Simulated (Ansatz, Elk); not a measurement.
# Bonding as seen by X-rays: In3SbO4, part 2 of 2

The structure of In3SbO4 used here is made up (a known structure type with other elements) and was relaxed beforehand with PBE. The aim is the Fourier transform of its all-electron density, F(hkl), set beside the sum over free spherical atoms that refinements use.

Elk 11.2.3 (patched build); all-electron DFT.

So far: Set-up; Ground state and structure factors.

The structure was built from a prototype and need not be the compound's stable phase.

### 3. The highest occupied states alone

Level of this step: DFT, PBE, all-electron APW+lo, Dirac cores, scalar-relativistic bands, static density, no spin (Elk).

An energy window below the Fermi level keeps the highest occupied states, to see at which angles they scatter; shallow core shells can lie inside it and anion s states outside. No new self-consistency is needed.

Input file elk.in:

```
tasks
  195

xctype
  20

spinpol
  .false.

rgkmax
  7.0

gmaxvr
  14.0

lmaxo
  7

lmaxapw
  8

swidth
  0.002

tshift
  .false.

ramdisk
  .false.

hmaxvr
  5.5

maxscl
  120

epspot
  1e-06

wsfac
  -0.216230 0.451270

sppath
  './'

avec
  -6.49522586838 6.49522586838 6.49522586838
  6.49522586838 -6.49522586838 6.49522586838
  6.49522586838 6.49522586838 -6.49522586838

atoms
  3
  'Sb.in'
  1
  0.0000000000 0.0000000000 0.0000000000   0.000000 0.000000 0.000000
  'In.in'
  3
  0.5000000000 0.0000000000 0.5000000000   0.000000 0.000000 0.000000
  0.0000000000 0.5000000000 0.5000000000   0.000000 0.000000 0.000000
  0.5000000000 0.5000000000 0.0000000000   0.000000 0.000000 0.000000
  'O.in'
  4
  0.0000000000 0.3216275025 0.0000000000   0.000000 0.000000 0.000000
  0.6783724975 0.6783724975 0.6783724975   0.000000 0.000000 0.000000
  0.0000000000 0.0000000000 0.3216275025   0.000000 0.000000 0.000000
  0.3216275025 0.0000000000 0.0000000000   0.000000 0.000000 0.000000

ngridk
  5 5 5
```

Run with:

```
$ OMP_NUM_THREADS=4 elk
```

Numbers of over 12 decimals in the logs are rounded to 6 here.

Output:

```text
┌─────────────────────────────────┐
│ Elk code version 11.2.3 started │
└─────────────────────────────────┘

Info(readinput): the functional depends on the density's gradient
 muffin-tin radial points multiplied by    2.00000
 (not where nrmtscf is given)

┌────────────────────┐
│ Current task : 195 │
└────────────────────┘
Info(checkmt): changed muffin-tin radius of species 1 (Sb) from   2.6000 to   2.1086
Info(checkmt): changed muffin-tin radius of species 3 (O) from   1.8000 to   1.4598

Info(sfacrho): density structure factors written to SFACRHO.OUT

 Energy window :  -0.2162300000      0.4512700000

┌──────────────────┐
│ Elk code stopped │
└──────────────────┘
```

Run time: 21 s. Hardware: 4 threads of Arm Neoverse V2, shared host; peak memory 0.22 GiB; 24 s of CPU time.

States within 10 eV below the Fermi level hold 30.00 electrons; any levels below the window count with the cores. Their amplitudes can exceed the total, where window and core parts have opposite phase:

```
hkl  sin θ/λ (Å⁻¹)  abs F, window  abs F, all
110          0.103          4.792       9.930
200          0.145          3.624     160.859
211          0.178          8.035      16.361
220          0.206          2.712     162.690
310          0.230          4.649       9.766
222          0.252          5.615     147.186
321          0.272          1.876       5.857
400          0.291          3.747     129.011
330          0.309          5.812      17.244
411          0.309          3.607       8.974
```

### 4. Another functional

The difference from free atoms is small, so it is set against the change that LDA (Perdew-Wang) makes.

Edit elk.in of step 3 so:

```diff
@@ -1,2 +1,3 @@
 tasks
+  0
   195
@@ -4,3 +5,3 @@
 xctype
-  20
+  3
 
@@ -39,5 +40,2 @@
 
-wsfac
-  -0.216230 0.451270
-
 sppath
```

Run with:

```
$ OMP_NUM_THREADS=4 elk
```

Output:

```text
┌─────────────────────────┐
│ Elk code version 11.2.3 │
└─────────────────────────┘

All units are atomic (Hartree, Bohr, etc.)

┌─────────────────────────────────────────────────┐
│ Ground-state run starting from atomic densities │
└─────────────────────────────────────────────────┘

Lattice vectors :
  -6.495225868       6.495225868       6.495225868
   6.495225868      -6.495225868       6.495225868
   6.495225868       6.495225868      -6.495225868

Reciprocal lattice vectors :
 -0.5401745377E-18  0.4836771988      0.4836771988
[...]
species : 3 (O)
[...]
atom 3                    :    6.581100657     ( -0.3617948787E-05)
   atom 4                    :    6.581100657     ( -0.3617948787E-05)
 total in muffin-tins        :    215.4524321
 total calculated charge     :    229.9889755
 total charge                :    230.0000000
 error                       :   0.1102446129E-01

┌──────────────────────────────┐
│ Self-consistent loop stopped │
└──────────────────────────────┘

Warning : core states of species 1 leak from the muffin-tin :   0.1053256192E-01

Warning : core states of species 2 leak from the muffin-tin :   0.1246630832E-03

Wrote STATE.OUT
[key lines of the parts left out:]
total energy                :     -24411.490086041
```

Elapsed: 88 s, on 4 threads; peak memory 0.31 GiB.

Against the first run R = 0.04 %; the largest change is -0.074 at 211.

### 5. Basis size

A smaller basis shows how fast F responds to it; the change is likely larger than the basis error of the first run, but doesn't show convergence.

Edit elk.in of step 4 so:

```diff
@@ -5,3 +5,3 @@
 xctype
-  3
+  20
 
@@ -11,3 +11,3 @@
 rgkmax
-  7.0
+  5.5
```

Run with:

```
$ OMP_NUM_THREADS=4 elk
```

Output:

```text
┌─────────────────────────┐
│ Elk code version 11.2.3 │
└─────────────────────────┘

All units are atomic (Hartree, Bohr, etc.)

┌─────────────────────────────────────────────────┐
│ Ground-state run starting from atomic densities │
└─────────────────────────────────────────────────┘

Lattice vectors :
  -6.495225868       6.495225868       6.495225868
   6.495225868      -6.495225868       6.495225868
   6.495225868       6.495225868      -6.495225868

Reciprocal lattice vectors :
 -0.5401745377E-18  0.4836771988      0.4836771988
[...]
species : 3 (O)
[...]
atom 3                    :    6.499545656     (  0.3386388638E-06)
   atom 4                    :    6.499545656     (  0.3386388638E-06)
 total in muffin-tins        :    215.0366703
 total calculated charge     :    229.9889725
 total charge                :    230.0000000
 error                       :   0.1102752213E-01

┌──────────────────────────────┐
│ Self-consistent loop stopped │
└──────────────────────────────┘

Warning : core states of species 1 leak from the muffin-tin :   0.1035351800E-01

Warning : core states of species 2 leak from the muffin-tin :   0.1269290461E-03

Wrote STATE.OUT
[key lines of the parts left out:]
total energy                :     -24433.733498532
```

Elapsed: 52 s, on 4 threads; peak memory 0.32 GiB; 2.1 min of CPU time.

Against the first run R = 0.12 %; the largest change is -0.238 at 330.

### 6. Settings against the effect

```
              run  R against the first run (%)  R against neutral atoms, low angle (%)  wall time
    PBE, rgkmax 7                         0.00                                    0.69    1.8 min
LDA (Perdew-Wang)                         0.04                                    0.62       88 s
       rgkmax 5.5                         0.12                                    0.58       52 s
```

### 7. What came out

| Item | Value |
| --- | --- |
| R against neutral atoms, sin θ/λ < 0.3 Å⁻¹ | 0.69 % |
| R against neutral atoms, 0.3 to 0.82 Å⁻¹ | 0.24 % |

**Reading.** Independent neutral atoms miss the calculated amplitudes by R = 0.69 % below 0.3 Å⁻¹ and 0.24 % from there to 0.82 Å⁻¹; by shells, 0.49 % below 0.15 Å⁻¹ (2 forms), 0.73 % 0.15 to 0.3 (6 forms), 0.20 % 0.3 to 0.45 (15 forms), 0.25 % above 0.45 (75 forms). Bonding, aspherical density and the tables' own atoms all enter these figures, and the runs don't part them. The largest change of an amplitude is +0.79 electrons, at 211. R counts amplitudes alone; phases shift too. The window's part falls from 30.0 electrons at the origin to at most 1.38 between 0.45 and 0.82 Å⁻¹, where compact states inside the window still scatter. Below 0.3 Å⁻¹ the changes that finished (LDA (Perdew-Wang) and rgkmax 5.5) move F by R = 0.16 % at most, against the 0.69 % that separates it from free atoms. A single amplitude moves by up to 0.24 electrons, against 0.79 for the largest difference from free atoms. The k-mesh has no finished test. Part of the difference isn't bonding: the tables are fits to free atoms and ions calculated by other methods than this functional. Thermal motion, anomalous dispersion and extinction are left out.

[Logs are printed without paths, hosts, clocks, repeated set-up lines and the standing remarks that a program may print on its own settings, such as how far it seeks lower states.]

[Hosts, paths, dates, database ids (printed as entryN), source tags and the programs' standing remarks are cut or masked in the printed files.]
